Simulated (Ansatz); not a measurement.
**Formation energy and levels of the substitutional impurity Cd_Ca in CaO (Fm-3m)**

Wanted: the transition levels of a substitutional impurity in CaO (Fm-3m), from a cell of 54 host atoms with 1 Ca taken out and 1 Cd put in.

Method: place-levels on r2SCAN runs: charge-transition levels and formation energies with image-charge correction and potential alignment at the atomic sites; PAW set soft_1, in Ansatz 0.2.0.

**1. The starting structure**

The cell holds 54 atoms: 26 Ca, 27 O and 1 Cd. Cell: a = 10.173 Å, b = 10.173 Å, c = 10.173 Å, α = 60.0°, β = 60.0°, γ = 60.0°. It derives from CaO (space group Fm-3m). Nearest the centre at fractional (0.667, 0.667, 0.333): Cd51 at 0.00 Å, O28 at 2.40 Å, O44 at 2.40 Å, O32 at 2.40 Å, O34 at 2.40 Å, O46 at 2.40 Å, O50 at 2.40 Å, Ca21 at 3.39 Å.

Known beforehand: the electronic dielectric constant, 3.85, and the static one, 16.67, computed on the host (DFPT, PBEsol, on the r2SCAN cell), and a cell off the functional's own equilibrium shifts the ionic part.

The cell's shortest repeat is 10.2 Å.

**2. The runs of each charge state**

A transition level is the Fermi level at which two charge states cost the same, so each charge needs its own total energy, at its own relaxed structure.

Each atom starts 0.05 Å or so off its site in a random direction: a symmetric start keeps its symmetry, and would miss off-centre moves and Jahn–Teller distortions. Forces are taken at one point at (¼, ¼, ¼). The cell holds 1 electron more than the neutral one, with a uniform background that keeps it neutral on the whole. The electron count is odd, so at least one spin is unpaired; this run locks the moment at 1 μB.

The sampling was tested on the host first: at the k-points planned (1x1x1 shifted 0.25 0.25 0.25) its energy lies 0.005 eV an atom from the dense-mesh value, under the bound of 0.02 eV set for this test; that bounds the host's error, not the defect's.

One of the inputs; charge, spin and start change from state to state.

Contents of qm1_M1.relax/input.yaml:

```yaml
crystal:
  lattice:
    - [0.0, 7.19307716, 7.19307716]
    - [7.19307716, 0.0, 7.19307716]
    - [7.19307716, 7.19307716, 0.0]
  atoms:
    - { symbol: Ca, position: [0.0, 0.0, 0.0] }
    - { symbol: O, position: [0.16666667, 0.16666667, 0.16666667] }
[... 6 atom lines left out ...]
    - { symbol: Ca, position: [0.0, 0.33333333, 0.33333333] }
[... 3 atom lines left out ...]
    - { symbol: Ca, position: [0.0, 0.66666667, 0.0] }
[... 1 atom line left out ...]
    - { symbol: Ca, position: [0.0, 0.66666667, 0.33333333] }
[... 5 atom lines left out ...]
    - { symbol: Ca, position: [0.33333333, 0.0, 0.33333333] }
[... 4 atom lines left out ...]
    - { symbol: O, position: [0.5, 0.5, 0.16666667] }
[... 1 atom line left out ...]
    - { symbol: O, position: [0.5, 0.5, 0.5] }
[... 3 atom lines left out ...]
    - { symbol: O, position: [0.5, 0.83333333, 0.16666667] }
    - { symbol: Ca, position: [0.33333333, 0.66666667, 0.33333333] }
    - { symbol: O, position: [0.5, 0.83333333, 0.5] }
    - { symbol: Ca, position: [0.33333333, 0.66666667, 0.66666667] }
[... 1 atom line left out ...]
    - { symbol: Ca, position: [0.66666667, 0.0, 0.0] }
[... 1 atom line left out ...]
    - { symbol: Ca, position: [0.66666667, 0.0, 0.33333333] }
[... 4 atom lines left out ...]
    - { symbol: O, position: [0.83333333, 0.5, 0.16666667] }
    - { symbol: Ca, position: [0.66666667, 0.33333333, 0.33333333] }
    - { symbol: O, position: [0.83333333, 0.5, 0.5] }
    - { symbol: Ca, position: [0.66666667, 0.33333333, 0.66666667] }
[... 1 atom line left out ...]
    - { symbol: Ca, position: [0.66666667, 0.66666667, 0.0] }
    - { symbol: O, position: [0.83333333, 0.83333333, 0.16666667] }
    - { symbol: Cd, position: [0.66666667, 0.66666667, 0.33333333] }
[... 1 atom line left out ...]
    - { symbol: Ca, position: [0.66666667, 0.66666667, 0.66666667] }
    - { symbol: O, position: [0.83333333, 0.83333333, 0.83333333] }
  host:
    repeats: [3, 3, 3]
    atoms:
      - { symbol: Ca, position: [0.0, 0.0, 0.0] }
      - { symbol: O, position: [0.5, 0.5, 0.5] }
total_charge: -1
basis:
  ecutwfc: 500
  xc_grid: 2
hamiltonian:
  xc: r2scan
  pseudopotentials: { kind: paw, azcp: { folder: soft_1 } }
kpoints:
  mp_grid: { grid: [1, 1, 1], shift: [0.25, 0.25, 0.25] }
magnetization:
  spin_polarized: true
  initial_magnetization: 1
  spin_locking: { lock_magnetization: hard }
scf:
  occupations: { method: fixed }
  max_iter: 60
output:
  forces: true
  charged_corrections:
    epsilon: 3.85
    static_epsilon: 16.67
    defect_position: [0.666667, 0.666667, 0.333333]
relax:
  f_tol: 0.02
  max_steps: 80
  random_displacement: { amplitude: 0.05, seed: 8338 }
checkpoint:
  write: "../qm1_M1.relax.run"
  compress: false
  write_wavefunctions: true
  write_every: 100000
```

On the command line:

```
$ ansatz run input.yaml --threads 4 --pin off --max-ram 15073MiB --backend cpu --events-out ev --progress --plain --runs-dir out
```

The relaxed structure is kept and the sampling changed to a 2×2×2 shifted mesh.

The run of this state that the levels use, under r2SCAN:

Contents of qm1_M1.point/input.yaml:

```yaml
crystal:
  checkpoint: "../qm1_M1.relax.run"
  host: checkpoint
total_charge: -1
basis:
  ecutwfc: 500
  xc_grid: 2
hamiltonian:
  xc: r2scan
  pseudopotentials: { kind: paw, azcp: { folder: soft_1 } }
kpoints:
  mp_grid: { grid: [2, 2, 2], shift: [0.5, 0.5, 0.5] }
magnetization:
  spin_polarized: true
  initial_magnetization: 1
  spin_locking: { lock_magnetization: hard }
scf:
  occupations: { method: fermi_dirac, width: 0.01 }
  max_iter: 60
output:
  forces: true
  eigenvalues: true
  charged_corrections:
    epsilon: 3.85
    static_epsilon: 16.67
    defect_position: [0.666667, 0.666667, 0.333333]
  eigenstates: { localisation: true }
  populations: true
  efg: {}
  band_densities: [{ bands: [v1, v1] }, { bands: [c1, c1] }]
  write_density: true
  write_potential: true
  volumetric_format: npy
checkpoint:
  read: "../qm1_M1.relax.run"
  write: "../qm1_M1.point.run"
  compress: false
  write_wavefunctions: false
  write_every: 100000
```

Relaxations under r2SCAN at one point at (¼, ¼, ¼); times on 4 threads of Arm Neoverse V1, shared host:

```
charge  moment (μB)  occupations    outcome  steps  largest displacement against the far atoms (Å)     time
    −1            1        fixed  converged      7                                            0.16  5.5 min
     0            0        fixed  converged      4                                            0.02     85 s
    +1            1        fixed  converged      5                                            0.02  5.3 min
```

Single points under r2SCAN at a 2×2×2 shifted mesh; times on 4 threads of Arm Neoverse V1, shared host:

```
charge  moment (μB)  occupations    outcome     time
    −1            1  fermi-dirac  converged  4.7 min
     0            0  fermi-dirac  converged  1.9 min
    +1            1  fermi-dirac  converged  4.9 min
```

Distances (Å) from Cd51 to the nearest atoms after relaxation with r2SCAN:

```
charge  moment (μB)      1.      2.      3.      4.      5.      6.
    −1            1  O 2.56  O 2.56  O 2.56  O 2.56  O 2.56  O 2.56
     0            0  O 2.41  O 2.41  O 2.41  O 2.42  O 2.42  O 2.42
    +1            1  O 2.40  O 2.40  O 2.41  O 2.41  O 2.41  O 2.41
```

**3. place-levels, r2SCAN**

A charged cell interacts with its images and the background, and its potential has another zero than the host's. place-levels removes the first by a point-charge model, screened by the static dielectric constant since the ions have relaxed around the charge, and the second by comparing potentials at atoms far from the defect.

The host is a run of the defect-free crystal in the same cutoffs, grids and k-points, so that basis and sampling errors cancel in part in the differences. The host is run in a cell of 2 atoms on a matching mesh. Its band edges are searched through the zone by a band path, so the gap is smaller than, or equal to, that on the mesh. Chemical potentials are energies per atom of Ca (fcc) and Cd (hcp), run with the same functional and cutoff.

Contents of levels.point.yaml:

```yaml
host:
  run: host.point.run
states: [qm1_M1.point.run, q0.point.run, qp1_M1.point.run]
geometry_from:
  qm1_M1.point.run: qm1_M1.relax.run
  q0.point.run: q0.relax.run
  qp1_M1.point.run: qp1_M1.relax.run
chemical_potentials:
  Ca:
    energy: -1821.671293
    dataset: <sha256 of the dataset>
  Cd:
    energy: -8268.253598
    dataset: "<sha256 of the dataset>"
epsilon: 3.85
static_epsilon: 16.67
vertical:
  - { from: qm1_M1.point.run, to: qm1_M1.point_neutral.run }
  - { from: qp1_M1.point.run, to: qp1_M1.point_neutral.run }
```

On the command line:

```
$ ansatz place-levels levels.point.yaml -- --threads 4 --pin off --max-ram 15073MiB
```

Numbers of over 12 decimals in the logs are rounded to 6 here.

Output:

```text
[... repeated set-up lines and file paths are left out, and long positions are rounded to six places ...]
(+1/0) 0.000 eV above the valence edge (-0.186 eV without the band-filling correction), 4.197 eV under the conduction edge
(0/-1) 4.403 eV above the valence edge, in the conduction band
formation energy of charge +1: +3.837 eV with the Fermi level at the valence edge
formation energy of charge 0: +3.837 eV with the Fermi level at the valence edge
formation energy of charge -1: +8.240 eV with the Fermi level at the valence edge
vertical -1 to 0: no energy, since no alignment is typed
  the change from vertical[0].from (qm1_M1.point.run) to vertical[0].to (qm1_M1.point_neutral.run): by its potential at epsilon 3.85 it stands at 0.668 0.667 0.333, with an rms radius of about 2.1 Å (1.2 1.2 1.2 Å across the planes of the cell's vectors); [...]
vertical +1 to 0: no energy, since no alignment is typed
  the change from vertical[1].from (qp1_M1.point.run) to vertical[1].to (qp1_M1.point_neutral.run): by its potential at epsilon 3.85 it stands at 0.667 0.668 0.333, with an rms radius of about 5.5 Å (3.2 3.2 3.1 Å across the planes of the cell's vectors); [...]
  edges by r2scan, gap 4.197 eV; the host is sampled to repeats of 20.35 Å
  the defect's cells are sampled to repeats of 20.35 Å, like sampling
  charge +1: -71090.5273 eV with its correction of +0.198 eV, at epsilon 16.67, aligned at sites: +0.0604 eV, mean over 21 atomic sites at or beyond 5.09 Å from the defect at [0.6667, 0.6667, 0.3333], with -0.000000 for the charge's moments and without [...]
  states[2] (qp1_M1.point.run): levels filled in part (TS 0.006 eV): its energy is of no whole electron's
  charge 0: +0.000 eV for its dipole among its images, +0.000 omitted
  charge -1: -71071.4363 eV with its correction of +0.010 eV, at epsilon 16.67, aligned at sites: +0.1274 eV, mean over 21 atomic sites at or beyond 5.09 Å from the defect at [0.6667, 0.6667, 0.3333], with -0.000000 for the charge's moments and without [...]
  of states[2] (qp1_M1.point.run): it parts from the run at its places by a charge that spreads by about 3.2 Å along one vector (1.4 Å or more is wide), by its potential at epsilon 3.85, taken for that of held ions (one typed too small widens it), where the [...]
  of states[1] (q0.point.run): its alignment with the host at atomic sites is doubtful: the cell is too small to show whether the defect's potential has decayed: take a larger one
  of states[0] (qm1_M1.point.run): its alignment with the host at atomic sites is doubtful: the cell is too small to show whether the defect's potential has decayed: take a larger one; stability_check_not_made
  of vertical[0].from (qm1_M1.point.run): stability_check_not_made
  vertical[1].from (qp1_M1.point.run): levels filled in part (TS 0.006 eV): its energy is of no whole electron's
  of vertical[1].from (qp1_M1.point.run): stability_check_not_made; [...]
```

It took 0.35 s on 4 threads of Arm Neoverse V1, shared host.

Levels between the charges placed, in eV above the valence top:

```
        gap (eV)  (+1/0)  (0/−1)
r2SCAN      4.20    0.00    4.40
```

Corrections by state:

```
charge  moment (μB)  image terms and alignment (eV)  band filling (eV)  ε used  over the lowest of its charge, as the program ranks them, band filling apart (eV)
    +1          1.0                           0.198             -0.186   16.67                                                                              0.000
     0          0.0                           0.000                  -       -                                                                              0.000
    −1          1.0                           0.010                  -   16.67                                                                              0.000
```

The charged structures listed were also run neutral, and place-levels reads from each pair, by the potential or the spins, how wide the charge is by which they differ; that can be the carrier of either run.

```
charge  rms radius (Å)  spread where it is widest against the cell (Å)  wide from (Å)  reading
    +1             5.5                                            3.17           1.44     wide
    −1             2.1                                            1.21           1.44   narrow
```

The neutral runs of these pairs need not share the spin of the lowest neutral state, and very wide values only mean spread over the cell.

From the program's caveats on the states, each cut to its opening words:

- charge +1 (1 μB): it parts from the run at its places by a charge that spreads by about 3.2 Å along one vector (1.4 Å or more is wide), by its potential at epsilon 3.85, taken [...]
- charge +1 (1 μB): a band-filling correction moves a carrier to the host's band edge, which changes its energy by -0.186 eV
- charge +1 (1 μB), 0, −1 (1 μB): its alignment with the host at atomic sites is doubtful: the cell is too small to show whether the defect's potential has decayed: take a larger one
- charge +1 (1 μB), −1 (1 μB): flagged: stability check not made

Formation energies (eV), elemental references (Δμ(Ca) = 0.00 eV, Δμ(Cd) = 0.00 eV):

```
charge  Fermi level at the valence top  at the conduction bottom
    +1                            3.84                      8.03
     0                            3.84                      3.84
    −1                            8.24                      4.04
```

**4. Effect of the sampling**

The relaxations' own energies give the levels at their sampling, for comparison.

Contents of levels.relax_mesh.yaml:

```yaml
host:
  run: host.relax.run
states: [qm1_M1.relax.run, q0.relax.run, qp1_M1.relax.run]
chemical_potentials:
  Ca:
    energy: -1821.671293
    dataset: <sha256 of the dataset>
  Cd:
    energy: -8268.253598
    dataset: "<sha256 of the dataset>"
```

On the command line:

```
$ ansatz place-levels levels.relax_mesh.yaml -- --threads 4 --pin off --max-ram 15073MiB
```

Output:

```text
(+1/0) 0.010 eV beneath the valence edge (-0.132 eV without the band-filling correction), in the valence band
(0/-1) 4.335 eV above the valence edge, in the conduction band
formation energy of charge +1: +3.847 eV with the Fermi level at the valence edge
formation energy of charge 0: +3.837 eV with the Fermi level at the valence edge
formation energy of charge -1: +8.172 eV with the Fermi level at the valence edge
  edges by r2scan, gap 4.183 eV; the host is sampled to repeats of 10.17 Å
[... the lines on each state left out ...]
```

Run time: 0.12 s. Hardware: 4 threads.

Levels between neighbouring charges, in eV above the valence top:

```
                        gap (eV)  (+1/0)  (0/−1)
one point at (¼, ¼, ¼)      4.18   -0.01    4.34
  a 2×2×2 shifted mesh      4.20    0.00    4.40
```

Going from one point at (¼, ¼, ¼) to a 2×2×2 shifted mesh moves the levels that carry no band-filling term by up to 0.07 eV and formation energies against the elements by up to 0.07 eV; band-filling terms, which differ between samplings, are in these energies.

**5. Summary of results**

```
gap of the host                                                             : 4.20 eV (r2SCAN)
level (plus 1/0)                                                            : 0.00 eV above the valence top (-0.19 eV above the valence top without the band-filling term)
level (0/minus 1)                                                           : 4.40 eV above the valence top, past the conduction bottom
lowest of the charges placed, just above the valence top (0.02 eV)          : 0
lowest of the charges placed, just below the conduction bottom (0.02 eV)    : 0
lowest formation energy at mid-gap of the charges run, elemental references : 3.84 eV
```

**Reading.** Of the charges placed (−1, 0 and +1), 0 is the lowest from 0.02 eV above the valence top to 0.02 eV below the conduction bottom, a gap of 4.20 eV. States placed: +1 at 1 μB; 0 at 0 μB; −1 at 1 μB. Other spin states or structures, where not listed, weren't placed. The program finds carriers beyond a band edge of the host and adds a band-filling term at charge +1 (-0.19 eV); steps to such a charge show no bound level, and a defect level inside a band would be read the same way. Cd is taken at its element; compounds, which aren't counted here, bound the chemical potentials and would shift these formation energies. Going from one point at (¼, ¼, ¼) to a 2×2×2 shifted mesh moves the levels that carry no band-filling term by up to 0.07 eV and formation energies against the elements by up to 0.07 eV; band-filling terms, which differ between samplings, are in these energies. The program doubts the alignment of potentials for at least one state, a sign that the cell is small. Keep in mind: r2SCAN makes the gap too small and tends to spread out bound carriers; where a gas molecule sets a chemical potential or the host's formation energy, its binding is uncorrected; spin–orbit coupling, which can matter with heavy atoms, is left out.

[Logs are printed without paths, hosts, clocks, repeated set-up lines and the standing remarks that a program may print on its own settings, such as how far it seeks lower states.]

[Hosts, paths, dates, database ids (printed as entryN), source tags and the programs' standing remarks are cut or masked in the printed files.]

[Where a table of states has a column of steps, it counts the stored structures, which are thinned; the runs took as many ionic steps or more.]

[A defect's name tells the site on which it was built; relaxed atoms can leave that site.]

[For some hosts the program warned that the k-mesh of the response run may be too coarse for force constants and the static dielectric constant; such warnings are not shown here.]
